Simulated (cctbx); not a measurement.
# Diagnosing a refinement

Cell a = 8.8690 Å, b = 4.3490 Å, c = 12.2290 Å, α = 90.00°, β = 90.00°, γ = 90.00°; space group Pnma (no. 62).

Simulated single-crystal data (cctbx): Mo Kα, λ = 0.71073 Å, to d = 0.65 Å, 70 % of the full sphere, strongest reflection 5000 counts, noise from counting, a 6 % proportional error and a noise floor of 8 counts (s.d.); no absorption, and some extinction, which the refinements don't model.

An anisotropic refinement with weights 1/σ² prints:

```text
Rint 0.078, 993 unique reflections to 0.65 A
cycle     R1     wR2    GooF  max shift (A)
   1  0.1942  0.4041   6.502   0.09051
   6  0.0796  0.1880   3.026   0.00026
final R1 0.0796 wR2 0.1880 GooF 3.026  parameters 24  data/parameter 41.4
atom        x        y        z      Ueq    occ   su(xyz)  su(Uiso or U11)
Pb1    0.83404  0.75000  0.32196   0.0048  1.000  0.00014  0.0005
Eu1    0.76756  0.75000  0.93704  -0.0053  1.000  0.00015  0.0004  NPD
Pb2    0.86730  0.75000  0.63312   0.0160  1.000  0.00020  0.0008
Li1    0.50035  0.75000  0.38668   0.0147  1.000  0.00865  0.0266  NPD
difference map: max 27.98 min -19.21 rms 2.41
Q1    0.2338  0.2500  0.0502    4   28.16  0.16 A from Eu1
Q2    0.1436  0.2500  0.6831    4    7.50  0.21 A from Pb1
Q3    0.2279  0.7500  0.9507    4    5.79  1.61 A from Pb2
Q4    0.0438  0.7500  0.9028    4    5.67  2.22 A from Li1
Q5    0.1265  0.7500  0.9199    4    5.61  2.23 A from Pb2
Q6    0.1516  0.2500  0.5332    4    5.14  1.78 A from Pb1
```

**Question.** Can this result stand? If not, what is the likely fault?

Mend it. The fault: elements exchanged: Pb2 is Eu and Eu1 is Pb. Against the right model at the same level, R1 goes from 0.0265 to 0.0796 and GooF from 0.94 to 3.03, U of Eu1 shrinks from 0.0047 to -0.0053 Å², U of Pb2 swells from 0.0056 to 0.0160 Å², the top difference peak, 28.2 e/Å³, lies on Eu1 and a hole of -19.2 e/Å³ opens. Pb2 has 19 electrons too many and its U swells to shed them, as expected; Eu1 has 19 electrons too few and its U shrinks to make up, as expected.

The compound is LiEuPb2. The right model at the same level gives:

```text
Rint 0.078, 993 unique reflections to 0.65 A
cycle     R1     wR2    GooF  max shift (A)
   1  0.0267  0.0587   0.944   0.00205
   2  0.0265  0.0583   0.937   0.00040
final R1 0.0265 wR2 0.0583 GooF 0.937  parameters 24  data/parameter 41.4
atom        x        y        z      Ueq    occ   su(xyz)  su(Uiso or U11)
Pb1    0.83429  0.75000  0.32200   0.0051  1.000  0.00004  0.0002
Pb2    0.76761  0.75000  0.93708   0.0047  1.000  0.00005  0.0001
Eu1    0.86708  0.75000  0.63311   0.0056  1.000  0.00006  0.0002
Li1    0.51326  0.75000  0.38856   0.0103  1.000  0.00229  0.0080  NPD
difference map: max 3.44 min -4.37 rms 0.94
Q1    0.1567  0.2500  0.5323    4    3.72  1.78 A from Pb1
Q2    0.0361  0.7500  0.8963    4    3.66  2.22 A from Li1
Q3    0.1200  0.2500  0.4596    4    3.64  1.14 A from Eu1
Q4    0.1614  0.7500  0.4896    4    3.56  1.30 A from Pb2
Q5    0.2127  0.2500  0.4816    4    3.52  1.57 A from Eu1
Q6    0.1171  0.7500  0.9196    4    3.42  2.31 A from Eu1
```

The model was made for the exercise: a known structure type with other elements put in, its volume estimated, not relaxed; displacement parameters are assumed.

[Middle refinement cycles are left out of these outputs.]

[Logs are printed without paths, hosts, clocks, repeated set-up lines and the standing remarks that a program may print on its own settings, such as how far it seeks lower states.]
